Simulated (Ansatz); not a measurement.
# OH on W(100): change of the work function, part 2 of 5

Aim: the work function of W(100) at several coverages of OH (hollow site), and the dipole that each adsorbate carries.

Ansatz 0.2.0; plane-wave DFT, PBE, Ansatz PAW (the session's first sound run).

So far, work function, upper face (eV): step 2 (the clean slab) 4.14.

**3. The covered slab, k-mesh 4×4×1, coverage 0.111 ML**

System of this step: HW45O (OH/W(100)). The cell holds 47 atoms: 45 W, 1 O and 1 H. Cell: a = 9.480 Å, b = 9.480 Å, c = 25.706 Å, α = 90.0°, β = 90.0°, γ = 90.0°. Vacuum lies along c.

The clean slab as it ended is repeated in the plane and the adsorbate is set on one face; the cell's size fixes the coverage, and the k-mesh shrinks with it to keep the sampling density about even. Adsorbate and upper layers relax, since the dipole depends on the height.

Contents of input.yaml:

```yaml
crystal:
  lattice:
    - [9.48, 0.0, 0.0]
    - [0.0, 9.48, 0.0]
    - [0.0, 0.0, 25.7058886847]
  atoms:
    - { symbol: W, position: [0.0, 0.0, 0.3501143302] }
    - { symbol: W, position: [0.1666666667, 0.1666666667, 0.4115788459] }
    - { symbol: W, position: [0.0, 0.0, 0.4729243011] }
    - { symbol: W, position: [0.1666666667, 0.1666666667, 0.5368501235] }
    - { symbol: W, position: [0.0, 0.0, 0.5923113132] }
    - { symbol: W, position: [0.0, 0.3333333333, 0.3501143302] }
    - { symbol: W, position: [0.1666666667, 0.5, 0.4115788459] }
    - { symbol: W, position: [0.0, 0.3333333333, 0.4729243011] }
    - { symbol: W, position: [0.1666666667, 0.5, 0.5368501235] }
    - { symbol: W, position: [0.0, 0.3333333333, 0.5923113132] }
    - { symbol: W, position: [0.0, 0.6666666667, 0.3501143302] }
    - { symbol: W, position: [0.1666666667, 0.8333333333, 0.4115788459] }
    - { symbol: W, position: [0.0, 0.6666666667, 0.4729243011] }
    - { symbol: W, position: [0.1666666667, 0.8333333333, 0.5368501235] }
    - { symbol: W, position: [0.0, 0.6666666667, 0.5923113132] }
    - { symbol: W, position: [0.3333333333, 0.0, 0.3501143302] }
    - { symbol: W, position: [0.5, 0.1666666667, 0.4115788459] }
    - { symbol: W, position: [0.3333333333, 0.0, 0.4729243011] }
    - { symbol: W, position: [0.5, 0.1666666667, 0.5368501235] }
    - { symbol: W, position: [0.3333333333, 0.0, 0.5923113132] }
    - { symbol: W, position: [0.3333333333, 0.3333333333, 0.3501143302] }
    - { symbol: W, position: [0.5, 0.5, 0.4115788459] }
    - { symbol: W, position: [0.3333333333, 0.3333333333, 0.4729243011] }
    - { symbol: W, position: [0.5, 0.5, 0.5368501235] }
    - { symbol: W, position: [0.3333333333, 0.3333333333, 0.5923113132] }
    - { symbol: W, position: [0.3333333333, 0.6666666667, 0.3501143302] }
    - { symbol: W, position: [0.5, 0.8333333333, 0.4115788459] }
    - { symbol: W, position: [0.3333333333, 0.6666666667, 0.4729243011] }
    - { symbol: W, position: [0.5, 0.8333333333, 0.5368501235] }
    - { symbol: W, position: [0.3333333333, 0.6666666667, 0.5923113132] }
    - { symbol: W, position: [0.6666666667, 0.0, 0.3501143302] }
    - { symbol: W, position: [0.8333333333, 0.1666666667, 0.4115788459] }
    - { symbol: W, position: [0.6666666667, 0.0, 0.4729243011] }
    - { symbol: W, position: [0.8333333333, 0.1666666667, 0.5368501235] }
    - { symbol: W, position: [0.6666666667, 0.0, 0.5923113132] }
    - { symbol: W, position: [0.6666666667, 0.3333333333, 0.3501143302] }
    - { symbol: W, position: [0.8333333333, 0.5, 0.4115788459] }
    - { symbol: W, position: [0.6666666667, 0.3333333333, 0.4729243011] }
    - { symbol: W, position: [0.8333333333, 0.5, 0.5368501235] }
    - { symbol: W, position: [0.6666666667, 0.3333333333, 0.5923113132] }
    - { symbol: W, position: [0.6666666667, 0.6666666667, 0.3501143302] }
    - { symbol: W, position: [0.8333333333, 0.8333333333, 0.4115788459] }
    - { symbol: W, position: [0.6666666667, 0.6666666667, 0.4729243011] }
    - { symbol: W, position: [0.8333333333, 0.8333333333, 0.5368501235] }
    - { symbol: W, position: [0.6666666667, 0.6666666667, 0.5923113132] }
    - { symbol: O, position: [0.1666666667, 0.1666666667, 0.6117621094] }
    - { symbol: H, position: [0.1666666667, 0.1666666667, 0.6498856698] }
kpoints:
  mp_grid: { grid: [4, 4, 1] }
hamiltonian:
  xc: pbe
scf:
  occupations: { method: fermi_dirac, width: 0.1 }
  convergence: { dr2_threshold: 1.0e-08 }
efield:
  axis: 3
  dipole_correction: true
  ramp_position: 0.97
  ramp_width: 0.06
relax:
  f_tol: 0.02
  max_steps: 60
  constraints:
    - { sites: [0, 1, 5, 6, 10, 11, 15, 16, 20, 21, 25, 26, 30, 31, 35, 36, 40, 41] }
output:
  bader: true
  write_potential: true
  write_density: true
  volumetric_format: npy
```

The run is started by

```bash
$ ansatz run input.yaml --threads 4 --pin off --max-ram 12288MiB --backend cpu --events-out ev --progress --plain --runs-dir out
```

Numbers of over 12 decimals in the logs are rounded to 6 here.

Output:

```text
[...]
Crystal: 47 atoms, lattice volume = 2310.198 Å³
Basis set: ecut = 420 eV, 45101 PW (Γ), exchange–correlation on 128×128×360 points (8 copies of the dense FFT grid, shifted against one another)
Bands: 383, of which v1, the nominal top of the filled ones, is band 319 counted from 1 (318 counted from 0)
Symmetry: 8 space group operations
[...]
k-points: 6 of 16
[...]
SCF iter   1: F=—  HF=-467853.250134 eV  |F-HF|=—  |Δ(HF+E_count)|=         —  Δρ=6.22e-3  dr2=2.64e0  ethr=1.77e-3  p=0.092 e·Å  D=7.24e-3 V/Å  ΔV_dip=-0.19 eV  dr2_dipole=6.09e-2  V_vac-E_F(+/−)=4.16/4.34 eV  ⟨swp⟩=12.7  Hψ=12321  notcnv=0  defer=1
[...]
SCF iter  11: F=-467852.976222 eV  HF=-467852.976222 eV  |F-HF|=5.01e-9  |Δ(HF+E_count)|=   3.29e-8  Δρ=2.67e-7  dr2=5.17e-9  ethr=1.57e-12  p=0.145 e·Å  D=1.14e-2 V/Å  ΔV_dip=-0.29 eV  dr2_dipole=1.73e-10  V_vac-E_F(+/−)=3.96/4.25 eV  ⟨swp⟩=11.5  Hψ=16886  notcnv=0
SCF 1 converged in 11 iterations: F = -467852.976222 eV  dr2 = 5.17e-9
[...]
relax step   1: F+E_penalty+E_count = -467852.97622202 eV  Δ(F+E_penalty+E_count) = +0.000e0 eV  max|allowed force component| = 5.516e0 eV/Å  Δτ_max = 0.0000 Å  (11 SCF iters, accepted)
[...]
iter 1 solved again at ethr=3.85e-4 eV; its pass at ethr=3.10e-3 eV (dr2=2.45e0 eV) is discarded
[...]
SCF iter  10: F=-467853.819809 eV  HF=-467853.819809 eV  |F-HF|=2.11e-8  |Δ(HF+E_count)|=   1.16e-7  Δρ=5.38e-7  dr2=9.66e-9  ethr=1.57e-12  p=0.175 e·Å  D=1.37e-2 V/Å  ΔV_dip=-0.35 eV  dr2_dipole=5.94e-12  V_vac-E_F(+/−)=3.90/4.25 eV  ⟨swp⟩=9.3  Hψ=18300  notcnv=0
SCF 2 converged in 10 iterations: F = -467853.819809 eV  dr2 = 9.66e-9
[...]
relax step   2: F+E_penalty+E_count = -467853.81980907 eV  Δ(F+E_penalty+E_count) = -8.436e-1 eV  max|allowed force component| = 2.681e0 eV/Å  Δτ_max = 0.1955 Å  (10 SCF iters, accepted)
SCF iter   1: F=—  HF=-467854.371057 eV  |F-HF|=—  |Δ(HF+E_count)|=         —  Δρ=6.07e-3  dr2=1.04e0  ethr=2.40e-3  p=0.175 e·Å  D=1.37e-2 V/Å  ΔV_dip=-0.35 eV  dr2_dipole=2.75e-5  V_vac-E_F(+/−)=3.90/4.25 eV  ⟨swp⟩=4.3  Hψ=6048  notcnv=0
[...]
SCF iter  10: F=-467854.248742 eV  HF=-467854.248742 eV  |F-HF|=1.85e-8  |Δ(HF+E_count)|=   6.47e-8  Δρ=4.07e-7  dr2=7.72e-9  ethr=1.57e-12  p=0.205 e·Å  D=1.61e-2 V/Å  ΔV_dip=-0.41 eV  dr2_dipole=1.38e-9  V_vac-E_F(+/−)=3.84/4.25 eV  ⟨swp⟩=9.5  Hψ=17352  notcnv=0
SCF 3 converged in 10 iterations: F = -467854.248742 eV  dr2 = 7.72e-9
relax step   3: F+E_penalty+E_count = -467854.24874239 eV  Δ(F+E_penalty+E_count) = -4.289e-1 eV  max|allowed force component| = 1.321e0 eV/Å  Δτ_max = 0.1948 Å  (10 SCF iters, accepted)
[...]
relax step   4: F+E_penalty+E_count = -467854.53166158 eV  Δ(F+E_penalty+E_count) = -2.829e-1 eV  max|allowed force component| = 8.749e-1 eV/Å  Δτ_max = 0.2000 Å  (11 SCF iters, accepted)
[...]
relax step   5: F+E_penalty+E_count = -467855.00197717 eV  Δ(F+E_penalty+E_count) = -4.703e-1 eV  max|allowed force component| = 8.445e-1 eV/Å  Δτ_max = 0.1953 Å  (10 SCF iters, accepted)
[...]
relax step   6: F+E_penalty+E_count = -467855.59127706 eV  Δ(F+E_penalty+E_count) = -5.893e-1 eV  max|allowed force component| = 2.900e-1 eV/Å  Δτ_max = 0.1566 Å  (11 SCF iters, accepted)
[...]
relax step   7: F+E_penalty+E_count = -467855.61302632 eV  Δ(F+E_penalty+E_count) = -2.175e-2 eV  max|allowed force component| = 3.197e-1 eV/Å  Δτ_max = 0.0655 Å  (9 SCF iters, accepted)
[...]
relax step   8: F+E_penalty+E_count = -467855.62312625 eV  Δ(F+E_penalty+E_count) = -1.010e-2 eV  max|allowed force component| = 6.594e-2 eV/Å  Δτ_max = 0.0207 Å  (8 SCF iters, accepted)
SCF iter   1: F=—  HF=-467855.621764 eV  |F-HF|=—  |Δ(HF+E_count)|=         —  Δρ=1.31e-4  dr2=8.67e-4  ethr=2.34e-6  p=0.232 e·Å  D=1.82e-2 V/Å  ΔV_dip=-0.47 eV  dr2_dipole=1.08e-4  V_vac-E_F(+/−)=3.77/4.24 eV  ⟨swp⟩=2.0  Hψ=3610  notcnv=0
[...]
SCF iter   7: F=-467855.623328 eV  HF=-467855.623328 eV  |F-HF|=4.25e-9  |Δ(HF+E_count)|=   2.32e-8  Δρ=2.01e-7  dr2=2.11e-9  ethr=1.57e-12  p=0.231 e·Å  D=1.81e-2 V/Å  ΔV_dip=-0.47 eV  dr2_dipole=1.12e-10  V_vac-E_F(+/−)=3.77/4.24 eV  ⟨swp⟩=11.2  Hψ=16622  notcnv=0
SCF 9 converged in 7 iterations: F = -467855.623328 eV  dr2 = 2.11e-9
relax step   9: F+E_penalty+E_count = -467855.62332789 eV  Δ(F+E_penalty+E_count) = -2.016e-4 eV  max|allowed force component| = 9.974e-3 eV/Å  Δτ_max = 0.0048 Å  (7 SCF iters, accepted)
NSCF: frozen V_eff on 6 k-points
[...]
SCF converged after 7 iterations
Free energy (F): -467855.623328 eV
[...]
Internal energy: -467854.089484 eV  (E = F + TS)
E sigma→0 (E₀):  -467854.856406 eV
Entropy (-TS):   -1.533844 eV (-32.635 meV/atom)
Fermi energy:    4.333757 eV
Dipole field:    D = 0.018116 V/Å  (p = 0.231280 e·Å, saw-weighted, corrected)
Work function:   Φ+ = 3.7742 eV   Φ− = 4.2399 eV
[...]
--- Forces (eV/Å), atoms counted from 1 ---
  atom   1  W     -0.03659467    -0.03659467     1.28621296
  atom   2  W      0.00000000     0.00000000    -1.47889079
  atom   3  W      0.00027782     0.00027782    -0.00260336
  atom   4  W      0.00000000     0.00000000    -0.00053213
  atom   5  W     -0.00506078    -0.00506078    -0.00175761
  atom   6  W     -0.03659467     0.03659467     1.28621296
  atom   7  W      0.00000000     0.07366487    -1.22247585
  atom   8  W      0.00027782    -0.00027782    -0.00260336
  atom   9  W      0.00000000    -0.00146710    -0.00229831
  atom  10  W     -0.00506078     0.00506078    -0.00175761
  atom  11  W      0.05984295     0.00000000     1.24739941
  atom  12  W      0.00000000    -0.07366487    -1.22247585
  atom  13  W     -0.00117640     0.00000000     0.00027579
  atom  14  W      0.00000000     0.00146710    -0.00229831
  atom  15  W     -0.00368226     0.00000000     0.00368087
  atom  16  W      0.03659467    -0.03659467     1.28621296
  atom  17  W      0.07366487     0.00000000    -1.22247585
  atom  18  W     -0.00027782     0.00027782    -0.00260336
  atom  19  W     -0.00146710     0.00000000    -0.00229831
  atom  20  W      0.00506078    -0.00506078    -0.00175761
  atom  21  W      0.03659467     0.03659467     1.28621296
  atom  22  W      0.00068100     0.00068100    -1.23650108
  atom  23  W     -0.00027782    -0.00027782    -0.00260336
  atom  24  W      0.00280066     0.00280066    -0.00234682
  atom  25  W      0.00506078     0.00506078    -0.00175761
  atom  26  W     -0.05984295     0.00000000     1.24739941
  atom  27  W      0.00068100    -0.00068100    -1.23650108
  atom  28  W      0.00117640     0.00000000     0.00027579
  atom  29  W      0.00280066    -0.00280066    -0.00234682
  atom  30  W      0.00368226     0.00000000     0.00368087
  atom  31  W      0.00000000     0.05984295     1.24739941
  atom  32  W     -0.07366487     0.00000000    -1.22247585
  atom  33  W      0.00000000    -0.00117640     0.00027579
  atom  34  W      0.00146710     0.00000000    -0.00229831
  atom  35  W      0.00000000    -0.00368226     0.00368087
  atom  36  W      0.00000000    -0.05984295     1.24739941
  atom  37  W     -0.00068100     0.00068100    -1.23650108
  atom  38  W      0.00000000     0.00117640     0.00027579
  atom  39  W     -0.00280066     0.00280066    -0.00234682
  atom  40  W      0.00000000     0.00368226     0.00368087
  atom  41  W      0.00000000     0.00000000     1.18823730
  atom  42  W     -0.00068100    -0.00068100    -1.23650108
  atom  43  W      0.00000000     0.00000000     0.00317842
  atom  44  W     -0.00280066    -0.00280066    -0.00234682
  atom  45  W      0.00000000     0.00000000    -0.00182228
  atom  46  O     -0.00000000     0.00000000     0.00150097
  atom  47  H      0.00000000     0.00000000     0.00997375
  max |Σ_I F_I| component: 1.08e-5 eV/Å
--- Band table (eV; the first three rows and the last of 6) ---
  k-point 0: bands = [... 315 lower, 4.3231, 4.3429, 4.3429, 4.3516, 4.4384, 4.4384, 4.4574, 4.5610, ... 60 higher]
  k-point 1: bands = [... 315 lower, 4.1910, 4.2691, 4.3114, 4.3585, 4.3589, 4.4082, 4.5036, 4.5509, ... 60 higher]
  k-point 2: bands = [... 315 lower, 4.1789, 4.1791, 4.2391, 4.3664, 4.3700, 4.4880, 4.5004, 4.5298, ... 60 higher]
  k-point 5: bands = [... 315 lower, 4.1919, 4.3520, 4.3658, 4.3766, 4.3766, 4.4002, 4.4542, 4.4784, ... 60 higher]
--- Relaxed structure (9 steps of the walk, 9 accepted, 0 SCFs on fresh bases) ---
  F+E_penalty+E_count = -467855.62332789 eV   max|allowed force component| = 9.974e-3 eV/Å
  atoms:
    - { symbol: W, position: [1.6666660959142907e-11, 1.6666660959142907e-11, 0.3501143302] }
    - { symbol: W, position: [0.166667, 0.166667, 0.411579] }
    - { symbol: W, position: [-0.00113494, -0.00113494, 0.473070] }
    - { symbol: W, position: [0.166667, 0.166667, 0.531292] }
    - { symbol: W, position: [0.013513, 0.013513, 0.594246] }
    - { symbol: W, position: [1.6666660959142907e-11, 0.333333, 0.3501143302] }
    - { symbol: W, position: [0.166667, 0.500000, 0.411579] }
    - { symbol: W, position: [-0.00113494, 0.334468, 0.473070] }
    - { symbol: W, position: [0.166667, 0.501709, 0.538090] }
    - { symbol: W, position: [0.013513, 0.319820, 0.594246] }
    - { symbol: W, position: [1.6666660959142907e-11, 0.666667, 0.3501143302] }
    - { symbol: W, position: [0.166667, 0.833333, 0.411579] }
    - { symbol: W, position: [0.00111097, 0.666667, 0.472907] }
    - { symbol: W, position: [0.166667, 0.831624, 0.538090] }
    - { symbol: W, position: [-0.020285, 0.666667, 0.593398] }
    - { symbol: W, position: [0.333333, 1.6666660959142907e-11, 0.3501143302] }
    - { symbol: W, position: [0.500000, 0.166667, 0.411579] }
    - { symbol: W, position: [0.334468, -0.00113494, 0.473070] }
    - { symbol: W, position: [0.501709, 0.166667, 0.538090] }
    - { symbol: W, position: [0.319820, 0.013513, 0.594246] }
    - { symbol: W, position: [0.333333, 0.333333, 0.3501143302] }
    - { symbol: W, position: [0.500000, 0.500000, 0.411579] }
    - { symbol: W, position: [0.334468, 0.334468, 0.473070] }
    - { symbol: W, position: [0.498683, 0.498683, 0.536190] }
    - { symbol: W, position: [0.319820, 0.319820, 0.594246] }
    - { symbol: W, position: [0.333333, 0.666667, 0.3501143302] }
    - { symbol: W, position: [0.500000, 0.833333, 0.411579] }
    - { symbol: W, position: [0.332222, 0.666667, 0.472907] }
    - { symbol: W, position: [0.498683, 0.834650, 0.536190] }
    - { symbol: W, position: [0.353618, 0.666667, 0.593398] }
    - { symbol: W, position: [0.666667, 1.6666660959142907e-11, 0.3501143302] }
    - { symbol: W, position: [0.833333, 0.166667, 0.411579] }
    - { symbol: W, position: [0.666667, 0.00111097, 0.472907] }
    - { symbol: W, position: [0.831624, 0.166667, 0.538090] }
    - { symbol: W, position: [0.666667, -0.020285, 0.593398] }
    - { symbol: W, position: [0.666667, 0.333333, 0.3501143302] }
    - { symbol: W, position: [0.833333, 0.500000, 0.411579] }
    - { symbol: W, position: [0.666667, 0.332222, 0.472907] }
    - { symbol: W, position: [0.834650, 0.498683, 0.536190] }
    - { symbol: W, position: [0.666667, 0.353618, 0.593398] }
    - { symbol: W, position: [0.666667, 0.666667, 0.3501143302] }
    - { symbol: W, position: [0.833333, 0.833333, 0.411579] }
    - { symbol: W, position: [0.666667, 0.666667, 0.473259] }
    - { symbol: W, position: [0.834650, 0.834650, 0.536190] }
    - { symbol: W, position: [0.666667, 0.666667, 0.595736] }
    - { symbol: O, position: [0.166667, 0.166667, 0.646456] }
    - { symbol: H, position: [0.166667, 0.166667, 0.684573] }
--- Bader charges: 47 sites ---
  site symbol  charge [e]  shift [e]
     0      W     -0.0870     0.0000
     1      W      0.0834     0.0000
     2      W      0.0518     0.0000
     3      W      0.1324     0.0000
     4      W      0.0826     0.0001
     5      W     -0.0870     0.0000
     6      W      0.0550     0.0000
     7      W      0.0518     0.0000
     8      W      0.0717     0.0000
     9      W      0.0826     0.0001
    10      W     -0.0834     0.0000
    11      W      0.0551     0.0000
    12      W      0.0748     0.0000
    13      W      0.0717     0.0000
    14      W     -0.1258     0.0001
    15      W     -0.0871     0.0000
    16      W      0.0550     0.0000
    17      W      0.0518     0.0000
    18      W      0.0717     0.0000
    19      W      0.0826     0.0001
    20      W     -0.0870     0.0000
    21      W      0.0688     0.0000
    22      W      0.0519     0.0000
    23      W      0.0448     0.0001
    24      W      0.0826     0.0001
    25      W     -0.0834     0.0000
    26      W      0.0688     0.0000
    27      W      0.0748     0.0000
    28      W      0.0448     0.0001
    29      W     -0.1259     0.0001
    30      W     -0.0834     0.0000
    31      W      0.0550     0.0000
    32      W      0.0748     0.0000
    33      W      0.0717     0.0000
    34      W     -0.1258     0.0001
    35      W     -0.0834     0.0000
    36      W      0.0688     0.0000
    37      W      0.0748     0.0000
    38      W      0.0448     0.0001
    39      W     -0.1258     0.0001
    40      W     -0.0881     0.0000
    41      W      0.0688     0.0000
    42      W      0.0169     0.0000
    43      W      0.0448     0.0001
    44      W     -0.0777     0.0000
    45      O     -1.2334     0.0021
    46      H      0.5531     0.0015
  estimated error of the sums over rays = 9.0e-4 e
```

The job ended after 45 min (4 threads of Arm Neoverse V1, shared host; peak memory 8.9 GiB).

This run has no spin polarisation although its electron count is odd.

The steps of the relaxation:

```
step  energy less that of the first step (eV)  largest force component (eV/Å)
   1                                   0.0000                          5.5163
   2                                  -0.8436                          2.6808
   3                                  -1.2725                          1.3215
   4                                  -1.5554                          0.8749
   5                                  -2.0258                          0.8445
   6                                  -2.6151                          0.2900
   7                                  -2.6368                          0.3197
   8                                  -2.6469                          0.0659
   9                                  -2.6471                          0.0100
```

Forces are held to the 8 operations that the run works with; a distortion that breaks them can't arise in this run.

The atoms that moved most (Å):

```
atom      dx      dy     dz  length
 O46   0.000   0.000  0.892   0.892
 H47   0.000   0.000  0.892   0.892
 W35   0.000  -0.192  0.028   0.194
 W15  -0.192   0.000  0.028   0.194
 W40   0.000   0.192  0.028   0.194
 W30   0.192   0.000  0.028   0.194
  W5   0.128   0.128  0.050   0.188
 W10   0.128  -0.128  0.050   0.188
```

Numbers from this step:

```
energy at zero smearing        : -467854.8564 eV
work function, upper face      : 3.774 eV
work function, lower face      : 4.240 eV
dipole along the normal        : 0.2313 e·Å
step between the vacuum levels : -0.4657 eV
```

(Part 2 of 5 ends here.)

[Logs are printed without paths, hosts, clocks, repeated set-up lines and the standing remarks that a program may print on its own settings, such as how far it seeks lower states.]

[Hosts, paths, dates, database ids (printed as entryN), source tags and the programs' standing remarks are cut or masked in the printed files.]

[Maps of the electrostatic potential energy from Ansatz leave out the sawtooth potential of an applied field or a dipole correction, so their vacuum need not be flat; planar profiles and work functions include it.]
